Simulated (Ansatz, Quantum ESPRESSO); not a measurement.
# vacuum gap of 6.0 Å between two Ir(100) faces: ballistic transmission, part 2 of 4

How well does the junction conduct in the ballistic limit? It is: vacuum gap of 6.0 Å between two Ir(100) faces.

Quantum ESPRESSO 7.5; plane-wave DFT, LDA, GBRV ultrasoft pseudopotentials; cross-check by Ansatz 0.2.0 with PAW datasets.

So far. Step 2 (Ground state): The run needed 14 iterations to bring the estimated error under 1e-07 Ry; the largest force on any atom, held or free, is 1.83 eV/Å.

## 3. Transmission with pwcond.x

Level of this step: transmission by pwcond, lead and junction from one cell; plane-wave DFT, LDA, GBRV ultrasoft pseudopotentials (Quantum ESPRESSO).

prefixt takes both regions from one run: the lead from 0 to bdl, the scattering region from bdl to bds (units of alat). ikind = 1 puts the same lead on both sides. The program's T_tot counts both spins in a run without spin; the tables below give T per spin.

cond.in reads:

```
&inputcond
  outdir = './out'
  prefixt = 'scf'
  tran_file = 'cond.dat'
  bdl = 2.8284271247
  bds = 12.7991808843
  ikind = 1
  ewind = 4.0
  epsproj = 1e-05
  nz1 = 7
  energy0 = 0.4
  denergy = -0.4
/
21
  0.00000000 0.00000000 0.01000000
  0.00000000 0.10000000 0.04000000
  0.00000000 0.20000000 0.04000000
  0.00000000 0.30000000 0.04000000
  0.00000000 0.40000000 0.04000000
  0.00000000 0.50000000 0.02000000
  0.10000000 0.10000000 0.04000000
  0.10000000 0.20000000 0.08000000
  0.10000000 0.30000000 0.08000000
  0.10000000 0.40000000 0.08000000
  0.10000000 0.50000000 0.04000000
  0.20000000 0.20000000 0.04000000
  0.20000000 0.30000000 0.08000000
  0.20000000 0.40000000 0.08000000
  0.20000000 0.50000000 0.04000000
  0.30000000 0.30000000 0.04000000
  0.30000000 0.40000000 0.08000000
  0.30000000 0.50000000 0.04000000
  0.40000000 0.40000000 0.04000000
  0.40000000 0.50000000 0.04000000
  0.50000000 0.50000000 0.01000000
3
```

On the command line:

```sh
OMP_NUM_THREADS=1 mpirun -n 4 pwcond.x -in cond.in > cond.out
```

Output:

```text
[banner, memory and clock lines left out]
Program PWCOND v.7.5 starts

          URL

     ./out/scf.save/

     IMPORTANT: XC functional enforced from input :
     Exchange-correlation= PZ
                           (   1   1   0   0   0   0   0)
     Any further DFT definition will be discarded
     Please, verify this is what you really want

     negative rho (up, down):  4.882E+00 0.000E+00
     Reading collected, re-writing distributed wavefunctions

===== INPUT FILE containing all the regions =====

     GEOMETRY:

     lattice parameter (alat)  =       5.1712  a.u.
     the volume                =    1769.9732 (a.u.)^3
     the cross section         =      26.7417 (a.u.)^2
     l of the unit cell        =      12.7992 (alat)
     number of atoms/cell      =           16
     number of atomic types    =            1

     crystal axes: (cart. coord. in units of alat)
               a(1) = (  1.0000  0.0000  0.0000 )
               a(2) = (  0.0000  1.0000  0.0000 )
               a(3) = (  0.0000  0.0000 12.7992 )

   Cartesian axes

     site n.     atom                  positions (alat units)
          1        Ir     tau(  1)=(  0.0000  0.0000 12.7992  )
          2        Ir     tau(  2)=(  0.5000  0.5000  0.7071  )
          3        Ir     tau(  3)=(  0.0000  0.0000  1.4142  )
          4        Ir     tau(  4)=(  0.5000  0.5000  2.1213  )
          5        Ir     tau(  5)=(  0.0000  0.0000  2.8284  )
          6        Ir     tau(  6)=(  0.5000  0.5000  3.5355  )
          7        Ir     tau(  7)=(  0.0000  0.0000  4.2426  )
          8        Ir     tau(  8)=(  0.5000  0.5000  4.9497  )
          9        Ir     tau(  9)=(  0.0000  0.0000  7.1423  )
         10        Ir     tau( 10)=(  0.5000  0.5000  7.8494  )
         11        Ir     tau( 11)=(  0.0000  0.0000  8.5565  )
         12        Ir     tau( 12)=(  0.5000  0.5000  9.2636  )
         13        Ir     tau( 13)=(  0.0000  0.0000  9.9708  )
         14        Ir     tau( 14)=(  0.5000  0.5000 10.6779  )
         15        Ir     tau( 15)=(  0.0000  0.0000 11.3850  )
         16        Ir     tau( 16)=(  0.5000  0.5000 12.0921  )

     nr1s                      =           24
     nr2s                      =           24
     nr3s                      =          270
     nr1sx                     =           24
     nr2sx                     =           24
     nr3sx                     =          270
     nr1                       =           24
     nr2                       =           24
     nr3                       =          300
     nr1x                      =           24
     nr2x                      =           24
     nr3x                      =          300

 _______________________________
  Radii of nonlocal spheres:

     type       ibeta     ang. mom.          radius (alat units)
       Ir         1         0                    0.4948
       Ir         2         0                    0.4948
       Ir         3         1                    0.4948
       Ir         4         1                    0.4948
       Ir         5         1                    0.4948
       Ir         6         2                    0.4948
       Ir         7         2                    0.4948
----- General information -----

--- T calc. with identical leads (ikind=1) ---

     nrx                       =           24
     nry                       =           24
     nz1                       =            7

     energy0               =         4.0E-01
     denergy               =        -4.0E-01
     nenergy               =          3
     ecut2d                =         4.0E+01
     ewind                 =         4.0E+00
     epsproj               =         1.0E-05

     number of k_|| points=   21
                       cryst. coord.
        k(    1) = (   0.0000000   0.0000000), wk =   0.0100000
        k(    2) = (   0.0000000   0.1000000), wk =   0.0400000
        k(    3) = (   0.0000000   0.2000000), wk =   0.0400000
        k(    4) = (   0.0000000   0.3000000), wk =   0.0400000
        k(    5) = (   0.0000000   0.4000000), wk =   0.0400000
        k(    6) = (   0.0000000   0.5000000), wk =   0.0200000
        k(    7) = (   0.1000000   0.1000000), wk =   0.0400000
        k(    8) = (   0.1000000   0.2000000), wk =   0.0800000
        k(    9) = (   0.1000000   0.3000000), wk =   0.0800000
        k(   10) = (   0.1000000   0.4000000), wk =   0.0800000
        k(   11) = (   0.1000000   0.5000000), wk =   0.0400000
        k(   12) = (   0.2000000   0.2000000), wk =   0.0400000
        k(   13) = (   0.2000000   0.3000000), wk =   0.0800000
        k(   14) = (   0.2000000   0.4000000), wk =   0.0800000
        k(   15) = (   0.2000000   0.5000000), wk =   0.0400000
        k(   16) = (   0.3000000   0.3000000), wk =   0.0400000
        k(   17) = (   0.3000000   0.4000000), wk =   0.0800000
        k(   18) = (   0.3000000   0.5000000), wk =   0.0400000
        k(   19) = (   0.4000000   0.4000000), wk =   0.0400000
        k(   20) = (   0.4000000   0.5000000), wk =   0.0400000
        k(   21) = (   0.5000000   0.5000000), wk =   0.0100000
----- Information about left/right lead -----

     nocros                   =           21
     noins                    =           63
     norb                     =          105
     norbf                    =          273
     nrz                      =           60

      iorb      type   ibeta   ang. mom.   m       position (alat)
        1        1       1        0        1   taunew(   1)=(  0.0000  0.0000  0.0000)
        2        1       2        0        1   taunew(   2)=(  0.0000  0.0000  0.0000)
        3        1       3        1        1   taunew(   3)=(  0.0000  0.0000  0.0000)
        4        1       3        1        2   taunew(   4)=(  0.0000  0.0000  0.0000)
        5        1       3        1        3   taunew(   5)=(  0.0000  0.0000  0.0000)
        6        1       4        1        1   taunew(   6)=(  0.0000  0.0000  0.0000)
        7        1       4        1        2   taunew(   7)=(  0.0000  0.0000  0.0000)
        8        1       4        1        3   taunew(   8)=(  0.0000  0.0000  0.0000)
        9        1       5        1        1   taunew(   9)=(  0.0000  0.0000  0.0000)
       10        1       5        1        2   taunew(  10)=(  0.0000  0.0000  0.0000)
       11        1       5        1        3   taunew(  11)=(  0.0000  0.0000  0.0000)
       12        1       6        2        1   taunew(  12)=(  0.0000  0.0000  0.0000)
       13        1       6        2        2   taunew(  13)=(  0.0000  0.0000  0.0000)
       14        1       6        2        3   taunew(  14)=(  0.0000  0.0000  0.0000)
[...]
4 -->     4     0.00000     0.01493
   Total T_j, R_j =    0.00000  1.00000

E-Ef(ev), T(x2 spins) =    0.4000000   0.1689482
---  E-Ef =    0.0000000  k =    0.0000000   0.0000000
---  ie =          2  ik =          1
 Nchannels of the left tip =            4
 Right moving states:
   k1(2pi/a)   k2(2pi/a)   E-Ef (eV)
   0.1208663  -0.0000021   0.0000000
  -0.3690785   0.0000003   0.0000000
   0.4492060   0.0000003   0.0000000
   0.4492060   0.0000003   0.0000000
 Left moving states:
   k1(2pi/a)   k2(2pi/a)   E-Ef (eV)
  -0.1208663  -0.0000021   0.0000000
   0.3690787   0.0000003   0.0000000
  -0.4492059   0.0000003   0.0000000
  -0.4492059   0.0000003   0.0000000

 to transmit
 Band j to band i transmissions and reflections:
    j         i     |T_ij|^2    |R_ij|^2

    1 -->     1     0.00000     1.00000
    1 -->     2     0.00000     0.00000
    1 -->     3     0.00000     0.00000
    1 -->     4     0.00000     0.00000
   Total T_j, R_j =    0.00000  1.00000

    2 -->     1     0.00000     0.00000
    2 -->     2     0.05118     0.94882
    2 -->     3     0.00000     0.00000
    2 -->     4     0.00000     0.00000
   Total T_j, R_j =    0.05118  0.94882

    3 -->     1     0.00000     0.00000
    3 -->     2     0.00000     0.00000
    3 -->     3     0.00000     0.02876
    3 -->     4     0.00000     0.97124
   Total T_j, R_j =    0.00000  1.00000

    4 -->     1     0.00000     0.00000
    4 -->     2     0.00000     0.00000
    4 -->     3     0.00000     0.97124
    4 -->     4     0.00000     0.02876
   Total T_j, R_j =    0.00000  1.00000

E-Ef(ev), T(x2 spins) =    0.0000000   0.1023525
---  E-Ef =   -0.4000000  k =    0.0000000   0.0000000
---  ie =          3  ik =          1
 Nchannels of the left tip =            4
 Right moving states:
   k1(2pi/a)   k2(2pi/a)   E-Ef (eV)
  -0.1393593  -0.0000021  -0.4000000
   0.3524461   0.0000003  -0.4000000
   0.3524461   0.0000003  -0.4000000
  -0.4230378   0.0000003  -0.4000000
 Left moving states:
   k1(2pi/a)   k2(2pi/a)   E-Ef (eV)
   0.1393593  -0.0000021  -0.4000000
  -0.3524460   0.0000003  -0.4000000
  -0.3524460   0.0000003  -0.4000000
   0.4230380   0.0000003  -0.4000000

 to transmit
 Band j to band i transmissions and reflections:
    j         i     |T_ij|^2    |R_ij|^2

    1 -->     1     0.00000     1.00000
    1 -->     2     0.00000     0.00000
    1 -->     3     0.00000     0.00000
    1 -->     4     0.00000     0.00000
   Total T_j, R_j =    0.00000  1.00000

    2 -->     1     0.00000     0.00000
    2 -->     2     0.00000     0.07205
    2 -->     3     0.00000     0.92795
    2 -->     4     0.00000     0.00000
   Total T_j, R_j =    0.00000  1.00000

    3 -->     1     0.00000     0.00000
    3 -->     2     0.00000     0.92795
    3 -->     3     0.00000     0.07205
    3 -->     4     0.00000     0.00000
   Total T_j, R_j =    0.00000  1.00000

    4 -->     1     0.00000     0.00000
    4 -->     2     0.00000     0.00000
    4 -->     3     0.00000     0.00000
    4 -->     4     0.03411     0.96589
   Total T_j, R_j =    0.03411  0.96589

E-Ef(ev), T(x2 spins) =   -0.4000000   0.0682168
 ngper, shell number =           89          46
 ngper, n2d =           89          67
[... further energies and points left out ...]
---  E-Ef =    0.4000000  k =    0.5000000   0.5000000
---  ie =          1  ik =         21
 Nchannels of the left tip =            4
 Right moving states:
   k1(2pi/a)   k2(2pi/a)   E-Ef (eV)
  -0.1614643   0.0000006   0.4000000
  -0.1614643   0.0000006   0.4000000
  -0.3092138  -0.0000009   0.4000000
  -0.3092555  -0.0000003   0.4000000
 Left moving states:
   k1(2pi/a)   k2(2pi/a)   E-Ef (eV)
   0.1614643   0.0000006   0.4000000
   0.1614643   0.0000006   0.4000000
   0.3092138  -0.0000009   0.4000000
   0.3092555  -0.0000003   0.4000000

 to transmit
 Band j to band i transmissions and reflections:
    j         i     |T_ij|^2    |R_ij|^2

    1 -->     1     0.00001     0.25396
    1 -->     2     0.00000     0.74603
    1 -->     3     0.00000     0.00000
    1 -->     4     0.00000     0.00000
   Total T_j, R_j =    0.00001  0.99999

    2 -->     1     0.00000     0.74603
    2 -->     2     0.00001     0.25396
    2 -->     3     0.00000     0.00000
    2 -->     4     0.00000     0.00000
   Total T_j, R_j =    0.00001  0.99999

    3 -->     1     0.00000     0.00000
    3 -->     2     0.00000     0.00000
    3 -->     3     0.00002     0.99998
    3 -->     4     0.00000     0.00000
   Total T_j, R_j =    0.00002  0.99998

    4 -->     1     0.00000     0.00000
    4 -->     2     0.00000     0.00000
    4 -->     3     0.00000     0.00000
    4 -->     4     0.00002     0.99998
   Total T_j, R_j =    0.00002  0.99998

E-Ef(ev), T(x2 spins) =    0.4000000   0.0000953
---  E-Ef =    0.0000000  k =    0.5000000   0.5000000
---  ie =          2  ik =         21
 Nchannels of the left tip =            4
 Right moving states:
   k1(2pi/a)   k2(2pi/a)   E-Ef (eV)
  -0.2175243   0.0000006   0.0000000
  -0.2175243   0.0000006   0.0000000
  -0.4304023  -0.0000009   0.0000000
  -0.4304489  -0.0000004   0.0000000
 Left moving states:
   k1(2pi/a)   k2(2pi/a)   E-Ef (eV)
   0.2175243   0.0000006   0.0000000
   0.2175243   0.0000006   0.0000000
   0.4304024  -0.0000009   0.0000000
   0.4304489  -0.0000004   0.0000000

 to transmit
 Band j to band i transmissions and reflections:
    j         i     |T_ij|^2    |R_ij|^2

    1 -->     1     0.00001     0.24412
    1 -->     2     0.00000     0.75587
    1 -->     3     0.00000     0.00000
    1 -->     4     0.00000     0.00000
   Total T_j, R_j =    0.00001  0.99999

    2 -->     1     0.00000     0.75587
    2 -->     2     0.00001     0.24412
    2 -->     3     0.00000     0.00000
    2 -->     4     0.00000     0.00000
   Total T_j, R_j =    0.00001  0.99999

    3 -->     1     0.00000     0.00000
    3 -->     2     0.00000     0.00000
    3 -->     3     0.00001     0.99999
    3 -->     4     0.00000     0.00000
   Total T_j, R_j =    0.00001  0.99999

    4 -->     1     0.00000     0.00000
    4 -->     2     0.00000     0.00000
    4 -->     3     0.00000     0.00000
    4 -->     4     0.00001     0.99999
   Total T_j, R_j =    0.00001  0.99999

E-Ef(ev), T(x2 spins) =    0.0000000   0.0000660
---  E-Ef =   -0.4000000  k =    0.5000000   0.5000000
---  ie =          3  ik =         21
 Nchannels of the left tip =            4
 Right moving states:
   k1(2pi/a)   k2(2pi/a)   E-Ef (eV)
  -0.2744126   0.0000006  -0.4000000
  -0.2744126   0.0000006  -0.4000000
   0.4657309  -0.0000005  -0.4000000
   0.4658334  -0.0000008  -0.4000000
 Left moving states:
   k1(2pi/a)   k2(2pi/a)   E-Ef (eV)
   0.2744126   0.0000006  -0.4000000
   0.2744126   0.0000006  -0.4000000
  -0.4657309  -0.0000005  -0.4000000
  -0.4658334  -0.0000008  -0.4000000

 to transmit
 Band j to band i transmissions and reflections:
    j         i     |T_ij|^2    |R_ij|^2

    1 -->     1     0.00001     0.27974
    1 -->     2     0.00000     0.72025
    1 -->     3     0.00000     0.00000
    1 -->     4     0.00000     0.00000
   Total T_j, R_j =    0.00001  0.99999

    2 -->     1     0.00000     0.72025
    2 -->     2     0.00001     0.27974
    2 -->     3     0.00000     0.00000
    2 -->     4     0.00000     0.00000
   Total T_j, R_j =    0.00001  0.99999

    3 -->     1     0.00000     0.00000
    3 -->     2     0.00000     0.00000
    3 -->     3     0.00001     0.99999
    3 -->     4     0.00000     0.00000
   Total T_j, R_j =    0.00001  0.99999

    4 -->     1     0.00000     0.00000
    4 -->     2     0.00000     0.00000
    4 -->     3     0.00000     0.00000
    4 -->     4     0.00001     0.99999
   Total T_j, R_j =    0.00001  0.99999

E-Ef(ev), T(x2 spins) =   -0.4000000   0.0000441
   T_tot     0.40000      0.13755E-01
   T_tot     0.00000      0.25809E-01
   T_tot    -0.40000      0.27397E-01

Note: The following floating-point exceptions are signalling: IEEE_UNDERFLOW_FLAG
Note: The following floating-point exceptions are signalling: IEEE_UNDERFLOW_FLAG
Note: The following floating-point exceptions are signalling: IEEE_UNDERFLOW_FLAG
Note: The following floating-point exceptions are signalling: IEEE_UNDERFLOW_FLAG
```

The job ended after 2 min (4 MPI ranks of Arm Neoverse V1, shared host; peak memory 0.27 GiB).

Read from the output:

```
lead channels at the Fermi level, one spin : 1.920
transmission at the Fermi level, one spin  : 0.01290
conductance                                : 0.01290 G₀
```

Per spin; mean over the k mesh across the current. Open channels, zone mean against energy, zero at the Fermi level:

| energy (eV) | open channels, zone mean |
| --- | --- |
| -0.400 | 1.76 |
| 0.000 | 1.92 |
| 0.400 | 2.32 |

Per spin; mean over the k mesh across the current. Transmission, zone mean against energy, zero at the Fermi level:

| energy (eV) | transmission, zone mean |
| --- | --- |
| -0.400 | 0.0137 |
| 0.000 | 0.0129 |
| 0.400 | 0.00688 |

At 0.000 eV; k in fractions of b1, b2. Transmission by k point:

| k1 | k2 | weight | t | channels |
| --- | --- | --- | --- | --- |
| 0 | 0 | 0.01 | 0.05118 | 4 |
| 0 | 0.1 | 0.04 | 0.1189 | 3 |
| 0 | 0.2 | 0.04 | 0.01887 | 2 |
| 0 | 0.3 | 0.04 | 0.006677 | 2 |
| 0 | 0.4 | 0.04 | 0 | 2 |
| 0 | 0.5 | 0.02 | 0 | 2 |
| 0.1 | 0.1 | 0.04 | 0.05937 | 3 |
| 0.1 | 0.2 | 0.08 | 0.01599 | 2 |
| 0.1 | 0.3 | 0.08 | 0.00769 | 2 |
| 0.1 | 0.4 | 0.08 | 0.00701 | 2 |
| 0.1 | 0.5 | 0.04 | 0.001512 | 2 |
| 0.2 | 0.2 | 0.04 | 0.01539 | 2 |
| 0.2 | 0.3 | 0.08 | 0.01108 | 2 |
| 0.2 | 0.4 | 0.08 | 0.001197 | 1 |
| 0.2 | 0.5 | 0.04 | 2.24e-4 | 2 |
| 0.3 | 0.3 | 0.04 | 9.00e-7 | 1 |
| 0.3 | 0.4 | 0.08 | 4.69e-4 | 1 |
| 0.3 | 0.5 | 0.04 | 5.79e-4 | 2 |
| 0.4 | 0.4 | 0.04 | 0.001313 | 2 |
| 0.4 | 0.5 | 0.04 | 7.40e-5 | 2 |
| 0.5 | 0.5 | 0.01 | 3.30e-5 | 4 |

The program's own clock; routines nest. Time by routine:

| routine | wall time (s) | calls |
| --- | --- | --- |
| PWCOND | 121.7 | 1 |
| scatter_forw | 104.4 | 126 |
| compbs | 6.41 | 63 |
| local | 5.58 | 21 |
| compbs_2 | 5.09 | 63 |
| init | 0.55 | 1 |
| poten | 0.05 | 1 |

The run is unpolarised; a magnetic state was not tried, may lie lower and would change T.

At no point does T exceed the number of channels.

(Continued in part 3 of 4.)

[Logs are printed without paths, hosts, clocks, repeated set-up lines and the standing remarks that a program may print on its own settings, such as how far it seeks lower states.]

[Hosts, paths, dates, database ids (printed as entryN), source tags and the programs' standing remarks are cut or masked in the printed files.]

[Maps of the electrostatic potential energy from Ansatz leave out the sawtooth potential of an applied field or a dipole correction, so their vacuum need not be flat; planar profiles and work functions include it.]
